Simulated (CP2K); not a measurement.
The O K edge of formate dihydrate was computed by TDDFT (CP2K XAS_TDP, aug-cc-pVDZ, TDA) at these levels: PBE0, PBEh(45%) and PBEh(45%) + GW2X. The first three lines of O1 (bonded to C, takes 2 H bonds) with a strength over 0.0015, energy in eV and strength:

| run | first | second | third |
| --- | --- | --- | --- |
| 1 | 519.97 (0.022) | 523.89 (0.002) | 524.12 (0.004) |
| 2 | 528.11 (0.030) | 530.36 (0.002) | 532.29 (0.002) |
| 3 | 532.52 (0.029) | 534.76 (0.002) | 536.70 (0.002) |

Question: Which run is which?

Run 1: PBE0 (25 % exact exchange). Run 2: PBEh(45%) (45 % exact exchange). Run 3: PBEh(45%) + GW2X (45 % exact exchange). Self-interaction lifts the core level, so the uncorrected lines rise with the share of exact exchange. The GW2X run keeps the spacings of its parent: 2.24 eV between the first two lines in run 3, 2.25 eV in run 2. Its shift is +4.41 eV, since the Kohn–Sham level at this share of exchange lies that far above the quasiparticle level.

[Hosts, paths, dates, database ids (printed as entryN), source tags and the programs' standing remarks are cut or masked in the printed files.]
